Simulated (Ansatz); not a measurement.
# Alpha-Ga2S3 ferroelectric layer monolayer in a perpendicular field, part 2 of 2

Aim: how the alpha-Ga2S3 ferroelectric layer monolayer screens a field along its normal, and what the field does to its bands. A positive field points along +c.

Ansatz 0.2.0; plane-wave DFT, PBE-D3(BJ), Ansatz PAW (set soft_1); PAW set soft_1.

So far. Step 2 (Relaxing the slab): The lattice constant a goes from 3.650 to 3.605 Å.

### Step 3. Atoms held, field 0

A sawtooth potential applies the field, turning back in the middle of the vacuum. With the dipole correction the typed value is the field outside the slab. The induced dipole is small, so the SCF threshold is tight.

The cell differs from the one that the last finished run ended in (c 43.404 → 23.945 Å).

Input file input.yaml:

```yaml
crystal:
  lattice:
    - [3.6048299323, 0.0, 0.0]
    - [-1.8024149661, 3.1218742977, 0.0]
    - [0.0, 0.0, 23.945323639]
  atoms:
    - { symbol: S, position: [0.0, 0.0, 0.3758562689] }
    - { symbol: Ga, position: [0.3333333333, 0.6666666667, 0.4201713532] }
    - { symbol: S, position: [0.3333333333, 0.6666666667, 0.5121563289] }
    - { symbol: Ga, position: [0.6666666667, 0.3333333333, 0.5762675646] }
    - { symbol: S, position: [0.0, 0.0, 0.6241437311] }
kpoints:
  mp_grid: { grid: [18, 18, 1] }
  band_path:
    path: [[0, 0, 0], [0.5, 0, 0], [0.33333333, 0.33333333, 0], [0, 0, 0]]
    npoints: 16
hamiltonian:
  xc: pbe
  dispersion: d3bj
  pseudopotentials: { kind: paw, azcp: { folder: soft_1 } }
scf:
  occupations: { method: fermi_dirac, width: 0.02585 }
  convergence: { dr2_threshold: 1.0e-10 }
efield:
  axis: 3
  dipole_correction: true
  ramp_position: 0.97
  ramp_width: 0.06
  amplitude: 0
output:
  dos: { projected: true, e_range: [-6, 5] }
  write_potential: true
  write_density: true
  volumetric_format: npy
  elf: true
```

Command:

```sh
$ ansatz run input.yaml --threads 2 --pin off --max-ram 3072MiB --backend cpu --events-out ev --progress --plain --runs-dir out
```

Numbers of over 12 decimals in the logs are rounded to 6 here.

Output:

```text
[...]
Crystal: 5 atoms, lattice volume = 269.477 Å³
Basis set: ecut = 420 eV, 5169 PW (Γ)
Bands: 27, of which v1, the nominal top of the filled ones, is band 22 counted from 1 (21 counted from 0)
Symmetry: 6 space group operations
[...]
k-points: 37 of 324 (time reversal used)
[...]
SCF iter   1: F=—  HF=-10277.291881 eV  |F-HF|=—  |Δ(HF+E_count)|=         —  Δρ=3.09e-2  dr2=3.33e0  ethr=3.10e-3  p=0.000 e·Å  D=2.21e-7 V/Å  ΔV_dip=-0.00 eV  dr2_dipole=1.83e-1  V_vac-E_F(+/−)=6.33/6.33 eV  ⟨swp⟩=11.9  Hψ=6792  notcnv=0
efield: sawtooth ramp at fractional position 0.9700 (set: `efield.ramp_position`, or a place that a band, a saddle search or an elastic batch's reference lends), width 0.0600; the density the first Hamiltonian is built on has a dipole p = 0.000 e·Å; the dipole correction subtracts the counter field D = 2.21e-7 V/Å, which shifts the + side's vacuum level by -0.00 eV against the − side's; the planar-averaged density in the ramp window peaks in size at 1.3e-6 e/Å³
[...]
SCF iter   2: F=—  HF=-10276.561849 eV  |F-HF|=—  |Δ(HF+E_count)|=   7.30e-1  Δρ=1.55e-2  dr2=1.11e0  ethr=3.10e-3  p=-0.169 e·Å  D=-1.13e-1 V/Å  ΔV_dip=2.71 eV  dr2_dipole=2.70e-1  V_vac-E_F(+/−)=7.01/4.29 eV  ⟨swp⟩=3.9  Hψ=2383  notcnv=0  defer=37
[...]
SCF iter  14: F=-10276.442996 eV  HF=-10276.442996 eV  |F-HF|=1.02e-10  |Δ(HF+E_count)|=  1.82e-11  Δρ=9.20e-8  dr2=7.85e-11  ethr=1.00e-12  p=-0.091 e·Å  D=-6.08e-2 V/Å  ΔV_dip=1.46 eV  dr2_dipole=1.59e-11  V_vac-E_F(+/−)=5.89/4.43 eV  ⟨swp⟩=13.0  Hψ=3793  notcnv=0
SCF 1 converged in 14 iterations: F = -10276.442996 eV  dr2 = 7.85e-11
[...]
NSCF: frozen V_eff on 49 k-points
efield: sawtooth ramp at fractional position 0.9700 (kept from the solve that this one continues, or follows in the run), width 0.0600; the density the first Hamiltonian is built on has a dipole p = -0.091 e·Å; the dipole correction subtracts the counter field D = -6.08e-2 V/Å, which shifts the + side's vacuum level by +1.46 eV against the − side's; the planar-averaged density in the ramp window peaks in size at 1.4e-6 e/Å³
WARN: The output density's exchange-correlation potential varies sharply where the density is thin. Do not read a vacuum level from v_tot or v_xc, or from such a field of the output density. On a cell that repeats whose density bears no net charge and no dipole along the vacuum's axis use v_es (v_loc + v_h of the components); under efield.dipole_correction with no amplitude use v_es + v_field, which holds any externa [...]
SCF converged after 14 iterations
Free energy (F): -10276.442996 eV
[...]
Internal energy: -10276.442996 eV  (E = F + TS)
E sigma→0 (E₀):  -10276.442996 eV
Fermi energy:    -0.547909 eV
Dipole field:    D = -0.060820 V/Å  (p = -0.090575 e·Å, saw-weighted, corrected)
Work function:   Φ+ = 5.8862 eV   Φ− = 4.4298 eV
Levels:          The Fermi level and band energies are counted from a zero that moves with the ramp; work functions are not
[...]
--- Band table (eV; the first three rows and the last of 37) ---
  k-point 0: bands = [... 18 lower, -1.7706, -1.7706, -1.6596, -1.6596, 0.3112, 1.6475, 3.0527, 3.4670, ... 1 higher]
  k-point 1: bands = [... 18 lower, -2.0893, -1.9438, -1.7094, -1.5528, 0.5041, 1.8090, 3.1862, 3.3597, ... 1 higher]
  k-point 2: bands = [... 18 lower, -2.4710, -2.2072, -1.9817, -1.4758, 0.9018, 2.0771, 3.0056, 3.6661, ... 1 higher]
  k-point 36: bands = [... 18 lower, -4.2423, -3.9151, -3.3785, -1.8703, 1.0673, 1.8300, 3.2840, 4.2304, ... 1 higher]
```

Run time: 24 s. Hardware: 2 threads of Arm Neoverse V2, shared host; peak memory 0.6 GiB.

This step gave:

```
gap on the k-mesh                  : 1.774 eV
dipole along the normal            : -0.09058 e·Å
gap along the path                 : 1.772 eV
smallest direct gap along the path : 1.971 eV
step between the vacuum levels     : 1.456 eV
ionisation energy, upper face      : 6.799 eV
electron affinity, upper face      : 5.027 eV
ionisation energy, lower face      : 5.343 eV
gap, the smaller of path and mesh  : 1.772 eV
```

Running mean over a fixed 2.5 Å (it still follows the layers) of the planar mean; the ramp of the sawtooth is left out. The electron's electrostatic potential energy less the Fermi level by z:

```
z (Å)  electron's electrostatic potential energy less the Fermi level (eV)
  3.0                                                                 4.43
  3.5                                                                 4.43
  4.0                                                                 4.43
  4.5                                                                 4.43
  5.0                                                                 4.43
  5.5                                                                 4.42
  6.0                                                                 4.41
  6.5                                                                 4.32
  7.0                                                                 3.89
  7.5                                                                 2.30
  8.0                                                               -0.229
  8.5                                                                -2.50
  9.0                                                                -3.40
  9.5                                                                -4.03
 10.0                                                                -3.27
 10.5                                                                -1.60
 11.0                                                                -1.06
 11.5                                                                -1.98
 12.0                                                                -2.40
 12.5                                                                -2.42
 13.0                                                                -2.49
 13.5                                                                -2.88
 14.0                                                                -3.06
 14.5                                                                -2.68
 15.0                                                                -1.88
 15.5                                                               -0.782
 16.0                                                                 1.63
 16.5                                                                 4.02
 17.0                                                                 5.45
 17.5                                                                 5.79
 18.0                                                                 5.87
 18.5                                                                 5.88
 19.0                                                                 5.89
 19.5                                                                 5.89
 20.0                                                                 5.89
 20.5                                                                 5.89
```

The density of states has structure finer than the step of the table below, so its rows give means over 0.25 eV, whole bins alone (the curve runs from -6 to 2.85 eV). Peaks (eV: height): -5.060: 8.75, -4.540: 6.03, -4.430: 5.63, -3.220: 5.19, -1.780: 11.8, -1.370: 11.7, 1.660: 5.17.

Table of density of states by energy, zero at the Fermi level of the run, which the smearing sets inside the gap; means over each step:

| energy (eV) | density of states (states/eV a cell) |
| --- | --- |
| -5.75 | 0.679 |
| -5.50 | 0.861 |
| -5.25 | 1.44 |
| -5.00 | 5.43 |
| -4.75 | 2.53 |
| -4.50 | 4.00 |
| -4.25 | 3.18 |
| -4.00 | 2.54 |
| -3.75 | 2.91 |
| -3.50 | 3.43 |
| -3.25 | 3.86 |
| -3.00 | 3.65 |
| -2.75 | 2.77 |
| -2.50 | 2.24 |
| -2.25 | 2.25 |
| -2.00 | 2.83 |
| -1.75 | 3.96 |
| -1.50 | 3.37 |
| -1.25 | 4.41 |
| -1.00 | 1.95 |
| -0.75 | 0 |
| -0.50 | 0 |
| -0.25 | 0 |
| 0.00 | 0 |
| 0.25 | 0 |
| 0.50 | 0 |
| 0.75 | 0.00104 |
| 1.00 | 0.777 |
| 1.25 | 1.23 |
| 1.50 | 2.33 |
| 1.75 | 3.94 |
| 2.00 | 2.46 |
| 2.25 | 2.49 |
| 2.50 | 2.53 |

Projected DOS per atom over height of the atomic layer and energy from the Fermi level. Layers: S Ga S Ga S from below.

Values in states/eV, 22 rows by 5 columns, each cell a mean:
```
0.32 0.67 0.33 0.50 0.29
0.50 0.74 0.37 0.29 0.20
0.68 1.03 0.34 0.73 0.48
0.36 0.56 0.16 0.43 0.27
0.13 0.21 0.04 0.18 0.11
0.00 0.00 0.00 0.00 0.00
0.00 0.00 0.00 0.00 0.00
0.00 0.00 0.00 0.00 0.00
0.00 0.00 0.00 0.00 0.00
0.04 0.02 0.94 0.04 0.71
0.13 0.07 1.80 0.11 1.96
0.21 0.11 0.94 0.18 2.27
0.25 0.05 0.79 0.19 1.01
0.42 0.07 0.85 0.26 0.82
1.14 0.14 1.00 0.42 0.82
1.65 0.23 0.70 0.39 0.70
1.51 0.34 0.33 0.22 0.40
1.24 0.38 0.65 0.33 0.50
1.29 0.48 0.67 0.34 0.50
1.09 0.61 1.41 0.61 0.59
0.42 0.20 0.08 0.09 0.09
0.22 0.11 0.08 0.11 0.11
```
Columns: height of the atomic layer (Å) from 9 to 14.9 (not evenly spaced); rows upwards: energy from the Fermi level (eV) from -5.96 to 2.77.

Electronic bands along the path, in eV, zero at the Fermi level of the run, which the smearing sets inside the gap:

```
  point  band 19  band 20  band 21  band 22  band 23  band 24  band 25  band 26
      Γ    -1.22    -1.22    -1.11    -1.11     0.86     2.20     3.60     4.01
halfway    -2.58    -2.36    -1.79    -0.98     1.62     2.26     3.17     4.54
      M    -3.24    -3.00    -1.76    -1.19     0.93     1.32     2.40     4.31
halfway    -3.45    -3.29    -2.24    -1.38     1.58     2.03     3.22     4.46
      K    -3.69    -3.37    -2.83    -1.32     1.62     2.38     3.83     4.78
halfway    -3.41    -2.06    -1.80    -1.48     2.07     2.65     3.53     4.00
      Γ    -1.22    -1.22    -1.11    -1.11     0.86     2.20     3.60     4.01
```

Electrostatic potential energy in the ca plane at fractional y = 0.667, with atoms of Ga and S within 0.2 Å of it. With pseudopotentials it is smooth inside the atoms' cores, unlike the true potential.

Ten even steps from '0' (-27 eV) to '9' (5 eV), each cell a mean:
```
99999999999999999998777888999998876777889999
99999999999999999998777888999998866677789999
99999999999999999998877778899888877777899999
99999999999999999999876556787556788888999999
99999999999999999999865886562001588999999999
99999999999999999999858999550000388999999999
99999999999999999999857998550000488999999999
99999999999999999999875665675213788899999999
99999999999999999998877667888778888888899999
```
Columns run along c (16.0 Å, from fractional 0.06 to 0.73 of the cell; values clipped at the 3rd and 97th percentile), rows up along a (3.6 Å). Atoms in or near the plane, at fractional coordinates: Ga at (0.42, 0.33), S at (0.51, 0.33).

Valence density in the ca plane at fractional y = 0.667, with atoms of Ga and S within 0.2 Å of it. It is the smooth field of the valence electrons, not physical close to the nuclei.

Ten steps, logarithmic in the rise over the least value, from '0' (0 e/Å³) to '9' (28 e/Å³), each cell a mean:
```
00000000000000000001111100000000011122110000
00000000000000000001111100000000011222110000
00000000000000000000111110000111111111100000
00000000000000000000111221111222110111000000
00000000000000000000013664223333210000000000
00000000000000000000014996223223210000000000
00000000000000000000014885223323210000000000
00000000000000000000012332112332210000000000
00000000000000000000111111001111111111100000
```
Columns run along c (16.0 Å, from fractional 0.06 to 0.73 of the cell), rows up along a (3.6 Å). Atoms in or near the plane, at fractional coordinates: Ga at (0.42, 0.33), S at (0.51, 0.33).

ELF in the ca plane at fractional y = 0.667, with atoms of Ga and S within 0.2 Å of it. It is the smooth field of the valence electrons, not physical close to the nuclei.

Values, 5 rows by 16 columns, each cell a mean:
```
0.00 0.00 0.00 0.00 0.00 0.08 0.50 0.71 0.53 0.09 0.14 0.19 0.31 0.75 0.66 0.21
0.00 0.00 0.00 0.00 0.00 0.04 0.34 0.60 0.42 0.20 0.49 0.49 0.27 0.60 0.49 0.12
0.00 0.00 0.00 0.00 0.00 0.00 0.04 0.21 0.15 0.32 0.67 0.70 0.19 0.12 0.07 0.01
0.00 0.00 0.00 0.00 0.00 0.00 0.02 0.15 0.09 0.31 0.54 0.55 0.20 0.04 0.02 0.00
0.00 0.00 0.00 0.00 0.00 0.02 0.19 0.44 0.31 0.29 0.71 0.70 0.22 0.40 0.30 0.06
```
Columns run along c (16.0 Å, from fractional 0.06 to 0.73 of the cell), rows up along a (3.6 Å). Atoms in or near the plane, at fractional coordinates: Ga at (0.42, 0.33), S at (0.51, 0.33).

The gap is 1.77 eV, with the valence edge 6.80 eV and the conduction edge 5.03 eV under the upper vacuum level.

### Step 4. Atoms held, field 0.1 V/Å

input.yaml, as its differences from that of step 3:

```diff
@@ -26,7 +26,6 @@
   dipole_correction: true
-  ramp_position: 0.97
-  ramp_width: 0.06
-  amplitude: 0
+  ramp_position: 0.9478
+  ramp_width: 0.1044
+  amplitude: 0.1
 output:
-  dos: { projected: true, e_range: [-6, 5] }
   write_potential: true
@@ -34,2 +33 @@
   volumetric_format: npy
-  elf: true
```

Output:

```text
[...]
Crystal: 5 atoms, lattice volume = 269.477 Å³
Basis set: ecut = 420 eV, 5169 PW (Γ)
Bands: 27, of which v1, the nominal top of the filled ones, is band 22 counted from 1 (21 counted from 0)
Symmetry: 6 space group operations
[...]
k-points: 37 of 324 (time reversal used)
[...]
k-point 0: bands = [... 18 lower, -1.7586, -1.7586, -1.6438, -1.6438, 0.2909, 1.6615, 3.0211, 3.2598, ... 1 higher]
  k-point 1: bands = [... 18 lower, -2.0723, -1.9300, -1.6966, -1.5387, 0.4837, 1.8225, 3.0905, 3.3287, ... 1 higher]
  k-point 2: bands = [... 18 lower, -2.4546, -2.1929, -1.9682, -1.4625, 0.8822, 2.0886, 2.9508, 3.5145, ... 1 higher]
  k-point 36: bands = [... 18 lower, -4.2310, -3.9317, -3.3658, -1.8502, 1.0680, 1.8149, 3.2761, 4.2225, ... 1 higher]
[key lines of the parts left out:]
SCF converged after 14 iterations
Free energy (F): -10276.436270 eV
Fermi energy:    -0.549526 eV
Dipole field:    D = -0.029521 V/Å  (p = -0.043963 e·Å, saw-weighted, corrected)
```

The job ended after 23 s (2 threads; peak memory 0.58 GiB).

The dipole is -0.0440 e·Å, 0.0466 e·Å from its value without field, and the gap 1.739 eV.

### Step 5. Atoms held, field -0.1 V/Å

input.yaml, as its differences from that of step 4:

```diff
@@ -28,3 +28,3 @@
   ramp_width: 0.1044
-  amplitude: 0.1
+  amplitude: -0.1
 output:
```

Output:

```text
[...]
Crystal: 5 atoms, lattice volume = 269.477 Å³
Basis set: ecut = 420 eV, 5169 PW (Γ)
Bands: 27, of which v1, the nominal top of the filled ones, is band 22 counted from 1 (21 counted from 0)
Symmetry: 6 space group operations
[...]
k-points: 37 of 324 (time reversal used)
[...]
k-point 0: bands = [... 18 lower, -1.7853, -1.7853, -1.6745, -1.6745, 0.3303, 1.6326, 3.0522, 3.6168, ... 1 higher]
  k-point 1: bands = [... 18 lower, -2.1076, -1.9589, -1.7225, -1.5671, 0.5231, 1.7946, 3.2109, 3.3925, ... 1 higher]
  k-point 2: bands = [... 18 lower, -2.4879, -2.2226, -1.9957, -1.4898, 0.9199, 2.0649, 3.0428, 3.6657, ... 1 higher]
  k-point 36: bands = [... 18 lower, -4.2543, -3.8987, -3.3919, -1.8910, 1.0655, 1.8444, 3.2913, 4.2372, ... 1 higher]
[key lines of the parts left out:]
SCF converged after 14 iterations
Free energy (F): -10276.454382 eV
Fermi energy:    -0.548902 eV
Dipole field:    D = -0.092100 V/Å  (p = -0.137157 e·Å, saw-weighted, corrected)
```

It took 23 s on 2 threads; peak memory 0.58 GiB; 46 s of CPU time.

The dipole is -0.137 e·Å, -0.0466 e·Å from its value without field, and the gap 1.805 eV.

### Step 6. Response, atoms held

This step: plane-wave DFT, PBE-D3(BJ), Ansatz PAW (set soft_1); response to a field along the normal, atoms held; PAW set soft_1 (Ansatz 0.2.0).

The dipoles give the slope, and the difference of two potentials shows where the field is screened.

Numbers from this step:

| Item | Value |
| --- | --- |
| equivalent conductor thickness p/(ε₀AE) | 7.492 Å |
| distance between the outer atoms | 5.945 Å |

Table of dipole of the cell by applied field:

```
applied field (V/Å)  dipole of the cell (e·Å)
            -0.1000                    -0.137
             0.0000                   -0.0906
             0.1000                   -0.0440
```

Local field over the applied field, running mean. From the potentials at -0.1 and 0.1 V/Å; running mean over 2.5 Å. The local field over applied field by z:

| z (Å) | local field over applied field |
| --- | --- |
| 5 | 0.997 |
| 6 | 0.973 |
| 7 | 0.829 |
| 8 | 0.503 |
| 9 | 0.194 |
| 10 | 0.120 |
| 11 | 0.116 |
| 12 | 0.0706 |
| 13 | 0.0681 |
| 14 | 0.0904 |
| 15 | 0.203 |
| 16 | 0.525 |
| 17 | 0.846 |
| 18 | 0.977 |
| 19 | 0.998 |

The induced electron density oscillates, so the rows of the table below give means over windows of 1 Å about each position, cut where the curve ends. Its maxima inside the range that stand out by 2 % of the span (Å: e/Å³ per V/Å): 8.1: 0.00357, 11.1: 0.00122, 12.1: 1.0e-3, 13.9: 0.00112. Its minima: 10.2: -0.00171, 11.7: 2.0e-4, 12.9: -0.00174, 15.8: -0.00362.

Electrons, planar mean, per unit field. Table of induced electron density by z; means over each step:

z (Å), induced electron density (e/Å³ per V/Å) and a bar from the least value:
```
        5    0.00001 ###############
        6    0.00014 ################
        7    0.00107 ####################
        8    0.00306 ##############################
        9    0.00106 ####################
       10   -0.00103 ##########
       11    0.00079 ###################
       12    0.00052 ##################
       13   -0.00098 ##########
       14    0.00072 ###################
       15   -0.00120 #########
       16   -0.00308 
       17   -0.00096 ##########
       18   -0.00012 ##############
       19   -0.00001 ###############
```

The smaller of the gaps on the path and on the k-mesh, counted as 0 under 0.03 eV. Gap against applied field:

```
applied field (V/Å)  gap (eV)
            -0.1000      1.80
             0.0000      1.77
             0.1000      1.74
```

By hand: between -0.1 and 0.1 V/Å the dipole changes by 0.09319 e·Å, a slope of 0.4660 e·Å²/V. A perfect conductor of thickness t has p = ε₀AEt, so t = 180.95 × 0.4660 / 11.254 = 7.49 Å (e/ε₀ = 180.95 V·Å, A in Å²).

The induced dipole is that of a conductor 7.49 Å thick.

### Step 7. Summary of results

```
gap without field                          : 1.77 eV
ionisation energy, upper face              : 6.80 eV
electron affinity, upper face              : 5.03 eV
step between the vacuum levels             : 1.46 eV
equivalent conductor thickness, atoms held : 7.49 Å
```

The induced dipole equals that of a perfect conductor 7.49 Å thick, while the outer atoms lie 5.95 Å apart; an out-of-plane ε follows only once a thickness t is chosen, by 1 − 1/ε = 7.49 Å / t. The two faces differ: the vacuum level above lies 1.46 eV higher than the one below. The gap goes from 1.77 eV to 1.80 eV at -0.1 V/Å. Semilocal functionals give gaps that are too small, and excitons are not included. Spin-orbit coupling is left out.

[Logs are printed without paths, hosts, clocks, repeated set-up lines and the standing remarks that a program may print on its own settings, such as how far it seeks lower states.]

[Hosts, paths, dates, database ids (printed as entryN), source tags and the programs' standing remarks are cut or masked in the printed files.]

[Maps of the electrostatic potential energy from Ansatz leave out the sawtooth potential of an applied field or a dipole correction, so their vacuum need not be flat; planar profiles and work functions include it.]

[The density of states shown here was stored with 400 of the rows of the run's finer table, so its peaks can read low, often by over a quarter, or be missed, and its means over a window can be off by a tenth or more.]
